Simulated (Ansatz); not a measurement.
# YbRh (Pm-3m): from the cell to its phonons

Task: relax YbRh (Pm-3m), then find its harmonic phonons.

Program: Ansatz 0.2.0. Level of theory: DFT PBEsol, scalar-relativistic, plane waves, PAW. Results are calculated unless marked as measured.

## (1) The starting structure

It takes space group Pm-3m (No. 221, cubic). The conventional cell has a = 3.321 Å, b = 3.321 Å, c = 3.321 Å, α = 90.00°, β = 90.00°, γ = 90.00°. Nearest to Yb lie 8 Rh at 2.88 Å. Nearest to Rh lie 8 Yb at 2.88 Å. Farther neighbours are not listed.

## (2) Bringing the structure to rest

The cell and atoms are relaxed, since residual forces and stress would shift the frequencies.

input.yaml reads:

```yaml
crystal:
  lattice:
    - [3.320754, 0.0, 0.0]
    - [0.0, 3.320754, 0.0]
    - [0.0, 0.0, 3.320754]
  atoms:
    - { symbol: Yb, position: [0.5, 0.5, 0.5] }
    - { symbol: Rh, position: [0.0, 0.0, 0.0] }
kpoints:
  mp_grid: { grid: [12, 12, 12] }
hamiltonian:
  xc: pbesol
scf:
  occupations: { method: gaussian, width: 0.1 }
output:
  forces: true
  stress: true
  eigenvalues: true
  write_density: true
  write_potential: true
  elf: true
  volumetric_format: npy
relax:
  adjacent_minimum: "off"
  f_tol: 0.005
  max_steps: 80
  cell: { stress_tol: 0.05 }
```

Command:

```bash
ansatz run input.yaml --threads 4 --pin off --max-ram 14336MiB --backend cpu --events-out ev --progress --plain --runs-dir out
```

Numbers of over 12 decimals in the logs are rounded to 6 here.

The log of the run:

```text
Engine: ansatz 0.2.0, aarch64-unknown-linux-gnu
Pseudopotentials: kind: paw
Pseudopotential: Yb, paw, valence charge 24, recommended cutoff 420 eV (normal), Yb.paw.azcp
Pseudopotential: Rh, paw, valence charge 17, recommended cutoff 420 eV (normal), Rh.paw.azcp
Functional definition: PBEsol
  exchange = pbesol_x
  correlation = pbesol_c
Crystal: 2 atoms, lattice volume = 36.619 Å³
Basis set: ecut = 420 eV, 739 PW (Γ), exchange–correlation on 48×48×48 points (8 copies of the dense FFT grid, shifted against one another)
Bands: 25, of which v1, the nominal top of the filled ones, is band 21 counted from 1 (20 counted from 0)
Symmetry: 48 space group operations
Space group: Pm-3m (ITA 221), of the structure as read, at distance tolerance 3.3e-5 Å
k-points: 84 of 1728
Non-local potential: Yb, projectors of the file, l = 0: 3, l = 1: 2, l = 2: 2, l = 3: 3
Non-local potential: Rh, projectors of the file, l = 0: 3, l = 1: 2, l = 2: 2, l = 3: 1
PAW form: soft (Blöchl's): semilocal exchange-correlation on the pseudo side does not see the compensation charge
PAW frozen core: Yb, regenerated for the run's functional, and the local potential with it (the file was generated under x = pbe(κ = 0.804, μ = 0.219515), c = pbe(β = 0.066725))
PAW frozen core: Rh, regenerated for the run's functional, and the local potential with it (the file was generated under x = pbe(κ = 0.804, μ = 0.219515), c = pbe(β = 0.066725))
PAW one-centre angular grid: Yb, 590 points (default); XC on 64 Gauss nodes
PAW one-centre angular grid: Rh, 590 points (default); XC on 64 Gauss nodes
Initial density: superposition of atomic densities (neutral atoms: chi_scale 0, normalization atom), corrected by the library's trained network
Initial wavefunctions: pseudopotential atomic-orbital guess
Functional: x = pbesol(κ = 0.804, μ = 0.123457), c = pbesol(β = 0.046)
SCF iter   1: F=—  HF=-20016.364797 eV  |F-HF|=—  |Δ(HF+E_count)|=         —  Δρ=3.05e-2  dr2=4.08e-1  ethr=1.77e-3  ⟨swp⟩=5.8  Hψ=10057  notcnv=0
preconditioner: auto → Kerker (q_TF=auto, 2.780 Å⁻¹)  [metal: Δε(μ)=0.003 eV  Ē_g=9.058 eV  σ=0.100 eV  W_gap=0.02  n_scr=18 (ndim 8)  ℏωp=34.2 eV  f_vac=0.000  D(μ)=5.29/eV (n_scr^D=80)]
SCF iter   2: F=—  HF=-20016.343919 eV  |F-HF|=—  |Δ(HF+E_count)|=   2.09e-2  Δρ=1.37e-2  dr2=8.71e-2  ethr=9.95e-4  ⟨swp⟩=1.8  Hψ=3178  notcnv=0
SCF iter   3: F=—  HF=-20016.336893 eV  |F-HF|=—  |Δ(HF+E_count)|=   7.03e-3  Δρ=3.53e-3  dr2=6.17e-3  ethr=2.12e-4  ⟨swp⟩=1.6  Hψ=2302  notcnv=0
SCF iter   4: F=—  HF=-20016.336361 eV  |F-HF|=—  |Δ(HF+E_count)|=   5.31e-4  Δρ=5.91e-4  dr2=2.31e-4  ethr=1.51e-5  ⟨swp⟩=2.0  Hψ=3075  notcnv=0
SCF iter   5: F=—  HF=-20016.336389 eV  |F-HF|=—  |Δ(HF+E_count)|=   2.82e-5  Δρ=1.59e-4  dr2=1.68e-5  ethr=5.64e-7  ⟨swp⟩=2.1  Hψ=3654  notcnv=0
SCF iter   6: F=—  HF=-20016.336390 eV  |F-HF|=—  |Δ(HF+E_count)|=   6.94e-7  Δρ=9.54e-5  dr2=3.77e-6  ethr=4.09e-8  ⟨swp⟩=2.0  Hψ=3669  notcnv=0
SCF iter   7: F=—  HF=-20016.336390 eV  |F-HF|=—  |Δ(HF+E_count)|=   8.03e-8  Δρ=1.48e-5  dr2=6.96e-8  ethr=2.44e-10  ⟨swp⟩=11.7  Hψ=19911  notcnv=0
SCF iter   8: F=-20016.336390 eV  HF=-20016.336390 eV  |F-HF|=4.47e-8  |Δ(HF+E_count)|=   5.45e-8  Δρ=9.84e-6  dr2=2.45e-8  ethr=1.70e-10  ⟨swp⟩=9.7  Hψ=15900  notcnv=0
SCF 1 converged in 8 iterations: F = -20016.336390 eV  dr2 = 2.45e-8
  greatest PAW one-centre occupation: 1.000 electrons in one spin orbital (limit 2), on the Rh atom at site 1 (counted from 0), in its partial waves of l = 0
relax step   1: F+E_penalty+E_count = -20016.33639015 eV  Δ(F+E_penalty+E_count) = +0.000e0 eV  max|allowed force component| = 1.683e-28 eV/Å  Δτ_max = 0.0000 Å  P = +0.663 GPa  Ω = 36.619 Å³  (8 SCF iters, dr2 threshold 1.00e-7 eV, accepted)
Crystal: 2 atoms, lattice volume = 37.146 Å³
Initial density: handed on by an earlier stage of this run
Initial wavefunctions: those handed on with the density
iter 1 solved again at ethr=1.58e-5 eV; its pass at ethr=3.10e-3 eV (dr2=6.46e-3 eV) is discarded
SCF iter   1: F=—  HF=-20016.336808 eV  |F-HF|=—  |Δ(HF+E_count)|=         —  Δρ=4.59e-3  dr2=6.18e-3  ethr=1.58e-5  ⟨swp⟩=1.9  Hψ=12139  notcnv=0
preconditioner: auto → Kerker (q_TF=auto, 2.774 Å⁻¹)  [metal: Δε(μ)=0.003 eV  Ē_g=8.992 eV  σ=0.100 eV  W_gap=0.02  n_scr=18 (ndim 8)  ℏωp=33.9 eV  f_vac=0.000  D(μ)=6.49/eV (n_scr^D=92)]
SCF iter   2: F=—  HF=-20016.335974 eV  |F-HF|=—  |Δ(HF+E_count)|=   8.34e-4  Δρ=2.14e-3  dr2=1.39e-3  ethr=1.51e-5  ⟨swp⟩=1.2  Hψ=2306  notcnv=0
SCF iter   3: F=—  HF=-20016.335833 eV  |F-HF|=—  |Δ(HF+E_count)|=   1.41e-4  Δρ=3.87e-4  dr2=4.87e-5  ethr=3.38e-6  ⟨swp⟩=2.7  Hψ=3787  notcnv=0
SCF iter   4: F=—  HF=-20016.335837 eV  |F-HF|=—  |Δ(HF+E_count)|=   4.33e-6  Δρ=1.11e-4  dr2=4.94e-6  ethr=1.19e-7  ⟨swp⟩=2.1  Hψ=3561  notcnv=0
SCF iter   5: F=—  HF=-20016.335839 eV  |F-HF|=—  |Δ(HF+E_count)|=   1.52e-6  Δρ=5.95e-5  dr2=5.82e-7  ethr=1.20e-8  ⟨swp⟩=2.0  Hψ=3779  notcnv=0
SCF iter   6: F=—  HF=-20016.335839 eV  |F-HF|=—  |Δ(HF+E_count)|=   1.03e-7  Δρ=3.11e-5  dr2=2.74e-7  ethr=4.88e-10  ⟨swp⟩=12.5  Hψ=20258  notcnv=0
SCF iter   7: F=-20016.335839 eV  HF=-20016.335839 eV  |F-HF|=4.10e-8  |Δ(HF+E_count)|=   1.78e-8  Δρ=9.87e-6  dr2=4.59e-8  ethr=4.88e-10  ⟨swp⟩=10.4  Hψ=17308  notcnv=0
SCF 2 converged in 7 iterations: F = -20016.335839 eV  dr2 = 4.59e-8
relax step   2: F+E_penalty+E_count = -20016.33583863 eV  Δ(F+E_penalty+E_count) = +5.515e-4 eV  max|allowed force component| = 2.761e-30 eV/Å  Δτ_max = 0.0000 Å  P = -0.892 GPa  Ω = 37.146 Å³  energy of the carried Pulay correction = -1.423e-4 eV  (7 SCF iters, dr2 threshold 2.00e-7 eV, rejected (line search))
Crystal: 2 atoms, lattice volume = 36.842 Å³
iter 1 solved again at ethr=7.05e-6 eV; its pass at ethr=3.10e-3 eV (dr2=2.89e-3 eV) is discarded
SCF iter   1: F=—  HF=-20016.337090 eV  |F-HF|=—  |Δ(HF+E_count)|=         —  Δρ=2.60e-3  dr2=1.95e-3  ethr=7.05e-6  ⟨swp⟩=2.1  Hψ=10315  notcnv=0
preconditioner: auto → Kerker (q_TF=auto, 2.777 Å⁻¹)  [metal: Δε(μ)=0.009 eV  Ē_g=8.977 eV  σ=0.100 eV  W_gap=0.05  n_scr=18 (ndim 8)  ℏωp=34.1 eV  f_vac=0.000  D(μ)=6.69/eV (n_scr^D=122)]
SCF iter   2: F=—  HF=-20016.336826 eV  |F-HF|=—  |Δ(HF+E_count)|=   2.64e-4  Δρ=1.18e-3  dr2=4.16e-4  ethr=4.76e-6  ⟨swp⟩=1.3  Hψ=2337  notcnv=0
SCF iter   3: F=—  HF=-20016.336772 eV  |F-HF|=—  |Δ(HF+E_count)|=   5.43e-5  Δρ=1.93e-4  dr2=1.24e-5  ethr=1.02e-6  ⟨swp⟩=2.4  Hψ=3387  notcnv=0
SCF iter   4: F=—  HF=-20016.336778 eV  |F-HF|=—  |Δ(HF+E_count)|=   5.76e-6  Δρ=4.89e-5  dr2=9.96e-7  ethr=3.02e-8  ⟨swp⟩=2.0  Hψ=3641  notcnv=0
SCF iter   5: F=—  HF=-20016.336782 eV  |F-HF|=—  |Δ(HF+E_count)|=   3.97e-6  Δρ=2.85e-5  dr2=1.34e-7  ethr=2.43e-9  ⟨swp⟩=2.1  Hψ=3697  notcnv=0
SCF iter   6: F=—  HF=-20016.336782 eV  |F-HF|=—  |Δ(HF+E_count)|=   7.44e-9  Δρ=7.42e-6  dr2=1.67e-8  ethr=3.26e-10  ⟨swp⟩=2.0  Hψ=3800  notcnv=0
SCF iter   7: F=—  HF=-20016.336782 eV  |F-HF|=—  |Δ(HF+E_count)|=   9.30e-9  Δρ=3.92e-6  dr2=8.01e-9  ethr=4.06e-11  ⟨swp⟩=2.4  Hψ=3864  notcnv=0
SCF iter   8: F=—  HF=-20016.336782 eV  |F-HF|=—  |Δ(HF+E_count)|=  3.89e-10  Δρ=1.82e-6  dr2=1.40e-9  ethr=1.95e-11  ⟨swp⟩=1.1  Hψ=2198  notcnv=0
SCF iter   9: F=-20016.336782 eV  HF=-20016.336782 eV  |F-HF|=3.64e-12  |Δ(HF+E_count)|=  2.04e-10  Δρ=1.71e-7  dr2=7.84e-12  ethr=1.00e-12  ⟨swp⟩=7.3  Hψ=14779  notcnv=0
SCF 3 converged in 9 iterations: F = -20016.336782 eV  dr2 = 7.84e-12
relax step   3: F+E_penalty+E_count = -20016.33678155 eV  Δ(F+E_penalty+E_count) = -3.914e-4 eV  max|allowed force component| = 4.536e-30 eV/Å  Δτ_max = 0.0000 Å  P = -0.010 GPa  Ω = 36.842 Å³  energy of the carried Pulay correction = -6.048e-5 eV  (9 SCF iters, accepted)
Initial wavefunctions: pseudopotential atomic-orbital guess (no wavefunctions were taken with the density)
iter 1 solved again at ethr=2.14e-9 eV; its pass at ethr=3.10e-3 eV (dr2=8.79e-7 eV) is discarded
SCF iter   1: F=—  HF=-20016.336832 eV  |F-HF|=—  |Δ(HF+E_count)|=         —  Δρ=7.71e-6  dr2=3.36e-9  ethr=2.14e-9  ⟨swp⟩=5.9  Hψ=19868  notcnv=0
preconditioner: auto → Kerker (q_TF=auto, 2.777 Å⁻¹)  [metal: Δε(μ)=0.006 eV  Ē_g=8.989 eV  σ=0.100 eV  W_gap=0.04  n_scr=18 (ndim 8)  ℏωp=34.1 eV  f_vac=0.000  D(μ)=6.60/eV (n_scr^D=122)]
SCF iter   2: F=—  HF=-20016.336843 eV  |F-HF|=—  |Δ(HF+E_count)|=   1.04e-5  Δρ=4.47e-6  dr2=2.18e-9  ethr=8.20e-12  ⟨swp⟩=3.0  Hψ=4536  notcnv=0
SCF iter   3: F=—  HF=-20016.336843 eV  |F-HF|=—  |Δ(HF+E_count)|=   1.57e-9  Δρ=1.18e-6  dr2=5.55e-10  ethr=5.32e-12  ⟨swp⟩=2.0  Hψ=3842  notcnv=0
iter 4 did not close the SCF: its close was put off for the readings that it lacked (scf_convergence_deferred on its scf_iter line)
SCF iter   4: F=-20016.336843 eV  HF=-20016.336843 eV  |F-HF|=0.00e0  |Δ(HF+E_count)|=  2.33e-10  Δρ=2.42e-7  dr2=3.85e-12  ethr=1.35e-12  ⟨swp⟩=2.1  Hψ=3436  notcnv=0
iter 5 did not close the SCF: its close was put off for the readings that it lacked (scf_convergence_deferred on its scf_iter line)
SCF iter   5: F=-20016.336843 eV  HF=-20016.336843 eV  |F-HF|=3.64e-12  |Δ(HF+E_count)|=  7.28e-12  Δρ=8.27e-8  dr2=4.67e-13  ethr=1.00e-12  ⟨swp⟩=1.3  Hψ=2122  notcnv=0
iter 6 did not close the SCF: its close was put off for the readings that it lacked (scf_convergence_deferred on its scf_iter line)
SCF iter   6: F=-20016.336843 eV  HF=-20016.336843 eV  |F-HF|=3.64e-12  |Δ(HF+E_count)|=  3.64e-12  Δρ=1.63e-8  dr2=5.24e-14  ethr=1.00e-12  ⟨swp⟩=1.2  Hψ=2115  notcnv=0
iter 7 did not close the SCF: its close was put off for the readings that it lacked (scf_convergence_deferred on its scf_iter line)
SCF iter   7: F=-20016.336843 eV  HF=-20016.336843 eV  |F-HF|=7.28e-12  |Δ(HF+E_count)|=  3.64e-12  Δρ=5.42e-9  dr2=9.87e-15  ethr=1.00e-12  ⟨swp⟩=1.2  Hψ=2113  notcnv=0
SCF iter   8: F=-20016.336843 eV  HF=-20016.336843 eV  |F-HF|=7.28e-12  |Δ(HF+E_count)|=    0.00e0  Δρ=3.17e-9  dr2=3.11e-15  ethr=1.00e-12  ⟨swp⟩=4.9  Hψ=9901  notcnv=0
SCF 4 converged in 8 iterations: F = -20016.336843 eV  dr2 = 3.11e-15
relax step   4: F+E_penalty+E_count = -20016.33684265 eV  Δ(F+E_penalty+E_count) = -6.110e-5 eV  max|allowed force component| = 7.363e-30 eV/Å  Δτ_max = 0.0000 Å  P = -0.011 GPa  Ω = 36.842 Å³  stress off target by 1.05e-2 GPa  SCF on the basis re-selected at this cell (its energy is not comparable with the rows above)  (8 SCF iters)
basis re-selected at this cell: Δ(F+E_penalty+E_count) = -6.110e-5 eV, ΔP = -0.001 GPa vs the last step (what re-selecting the basis moved, of the pressure what is left beyond the Pulay correction that the steps carried, after the strain that the cell walked since its last selection, with what the two solves' SCF thresholds leave and, on support functions, any second-order correction that the steps lacked; it is no m [...]
SCF converged after 8 iterations
Free energy (F): -20016.336843 eV
Harris-Foulkes:  -20016.336843 eV  (|F-HF|=7.28e-12)
Internal energy: -20016.303866 eV  (E = F + TS)
E sigma→0 (E₀):  -20016.320354 eV
Entropy (-TS):   -0.032977 eV (-16.488 meV/atom)
Fermi energy:    18.385094 eV
--- Per-component energies (eV) ---
  E_band       = 54.781472
  E_kinetic    = 943.142080
  E_local      = -6826.397930  (includes V_loc(G=0)·N_el)
  E_nonlocal   = 893.908104
  E_hartree    = 2837.192680
  E_xc         = -388.121285
  E_vxc        = -487.900128  (∫ρ·V_xc dr)
  E_paw        = -10751.104706  (= ΣΔE_a)
  E_vpaw       = -142.356868  (= ΣTr[D̂ρ^β])
  E_aug_tail   = 0.000849  (compensation charges beyond the density's cutoff)
  E_ewald      = -6726.329052
  E_core_change = 1.405394  (= ΣΔE_core)
  E_smearing   = -0.032977  (= −TS)
  E_closure    = -0.000000  (closes the sum)
  Σ components = -20016.336843   (vs F -20016.336843, Δ=0.00e0)
--- Forces (eV/Å), atoms counted from 1 ---
  atom   1  Yb     0.00000000    -0.00000000     0.00000000
  atom   2  Rh     0.00000000     0.00000000     0.00000000
  max |Σ_I F_I| component: 1.47e-29 eV/Å
--- Stress (GPa, compression-positive) ---
       -0.010532       0.000000       0.000000
        0.000000      -0.010532      -0.000000
        0.000000      -0.000000      -0.010532
  P = ⅓ Tr σ = -0.0105 GPa (-0.105 kbar)
--- Band table (eV; the first three rows and the last of 84) ---
  k-point 0: bands = [... 17 lower, 18.0598, 18.0683, 18.0683, 18.0683, 22.0621, 22.0621, 26.7918, 26.7918]
  k-point 1: bands = [... 17 lower, 18.0592, 18.0867, 18.0867, 18.0875, 21.9438, 22.0852, 25.8239, 25.8239]
  k-point 2: bands = [... 17 lower, 18.0513, 18.1404, 18.1404, 18.1633, 21.6167, 22.0508, 24.6667, 24.6667]
  k-point 83: bands = [... 17 lower, 18.1128, 18.2018, 18.2018, 18.3170, 18.3170, 18.3170, 24.8852, 28.1673]
--- Relaxed structure (3 steps of the walk, 2 accepted, 1 SCFs on fresh bases) ---
  F+E_penalty+E_count = -20016.33684265 eV   max|allowed force component| = 7.363e-30 eV/Å   (the final SCF, on the basis selected at the relaxed cell)
  cell:  # Å, volume = 36.8420 Å³
    - [3.327472, 0, 0]
    - [0.0, 3.327472, 0.0]
    - [0, 0.0, 3.327472]
  atoms:
    - { symbol: Yb, position: [0.5, 0.5, 0.5] }
    - { symbol: Rh, position: [0, 0, 0] }
```

The job ended after 6.7 s (4 threads of Arm Neoverse V1, shared host; peak memory 0.41 GiB).

Relaxation path:

```csv
step,energy less that of the first step (eV),largest force component (eV/Å),pressure (GPa),volume (Å³)
1,0.0000,0.0000,0.66,36.62
2,0.0006,0.0000,-0.89,37.15
3,-0.0004,0.0000,-0.01,36.84
4*,-0.0005,0.0000,-0.01,36.84
```

Relaxation steps marked * repeat the geometry before them on a plane-wave basis chosen anew for their cell, so energy and pressure can jump there. Relaxation step 2 was tried and not accepted.

The run keeps the 48 symmetry operations that it works with, so distortions that break them were not tested.

```csv
"conventional cell, symmetrised",before,after,change
a (Å),3.321,3.327,+0.2 %
b (Å),3.321,3.327,+0.2 %
c (Å),3.321,3.327,+0.2 %
volume (Å³/atom),18.31,18.42,+0.6 %
```

Final coordinates:

```xyz
2
Lattice="3.3275 0.0000 0.0000 0.0000 3.3275 0.0000 0.0000 0.0000 3.3275" Properties=species:S:1:pos:R:3 pbc="T T T"
Yb    1.6637    1.6637    1.6637
Rh    0.0000    0.0000    0.0000
```

This step gave:

```yaml
pressure: -0.01053 GPa
volume_per_atom: 18.42 Å³
gap_on_the_k_mesh: 0 eV
```

Valence density in the ac plane at fractional y = 0.000, with atoms of Rh within 0.2 Å of it. It is the smooth field of the valence electrons, not physical close to the nuclei.

Ten even steps from '0' (0 e/Å³) to '9' (15 e/Å³):
```
87521000000001257
65320000000000235
32210000000000122
11000000000000001
00000000000000000
00000000000000000
00000000000000000
00000000000000000
00000000000000000
00000000000000000
00000000000000000
00000000000000000
11000000000000001
32210000000000122
65320000000000235
87521000000001257
98631000000001368
```
Columns run along a (3.3 Å), rows up along c (3.3 Å). Atoms in or near the plane, at fractional coordinates: Rh at (0.00, 0.00).

Electrostatic potential energy in the ac plane at fractional y = 0.000, with atoms of Rh within 0.2 Å of it. With pseudopotentials it is smooth inside the atoms' cores, unlike the true potential.

Values in eV, 14 rows by 14 columns, each cell a mean:
```
-68 -65 -48 -19   8  18  21  21  20  17   4 -23 -52 -66
-58 -49 -30  -5  12  19  21  21  20  18  10  -9 -34 -52
-29 -21  -7   8  16  19  20  21  20  19  15   6  -9 -23
  1   5  11  16  18  20  20  20  20  19  18  15  10   4
 16  17  18  19  19  19  19  19  19  19  19  19  18  17
 20  20  20  20  20  19  19  19  19  19  20  20  20  20
 21  21  21  21  20  19  19  18  19  19  20  21  21  21
 21  21  21  20  20  19  19  19  19  19  20  20  21  21
 18  18  19  19  20  19  19  19  19  19  20  19  19  18
  6   8  13  17  19  20  20  20  20  19  18  16  12   8
-24 -17  -3  10  17  19  20  21  20  19  16   8  -5 -19
-54 -46 -27  -3  13  19  21  21  20  18  11  -7 -30 -48
-68 -63 -46 -17   8  18  21  21  20  17   5 -21 -49 -65
-69 -68 -54 -24   6  18  21  21  20  16   1 -29 -58 -68
```
Columns run along a (3.3 Å; values clipped at the 3rd and 97th percentile), rows up along c (3.3 Å). Atoms in or near the plane, at fractional coordinates: Rh at (0.00, 0.00).

ELF in the ac plane at fractional y = 0.000, with atoms of Rh within 0.2 Å of it. It is the smooth field of the valence electrons, not physical close to the nuclei.

Ten even steps from '_' (0.10) to '@' (0.78):
```
@@@@@@##==::..::----::..::==##@@@@
@@@@%%##==::..::----::..::==##%%@@
######++--::::--------::::--++####
======--::::::::----::::::::--====
::::::::::::::::::::::::::::::::::
......::::::::........::::::::....
::::::--::::..________..::::--::::
----------::..________..::--------
----------::..________..::--------
::::::--::::..________..::::--::::
......::::::::........::::::::....
::::::::::::::::::::::::::::::::::
======--::::::::----::::::::--====
######++--::::--------::::--++####
@@@@%%##==::..::----::..::==##%%@@
@@@@@@##==::..::----::..::==##@@@@
@@@@@@##==::..::----::..::==##@@@@
```
Columns run along a (3.3 Å), rows up along c (3.3 Å). Atoms in or near the plane, at fractional coordinates: Rh at (0.00, 0.00).

In this step the volume went from 18.31 to 18.42 Å³/atom.

(Part 1 of 3 ends here.)

[Logs are printed without paths, hosts, clocks, repeated set-up lines and the standing remarks that a program may print on its own settings, such as how far it seeks lower states.]

[Hosts, paths, dates, database ids (printed as entryN), source tags and the programs' standing remarks are cut or masked in the printed files.]
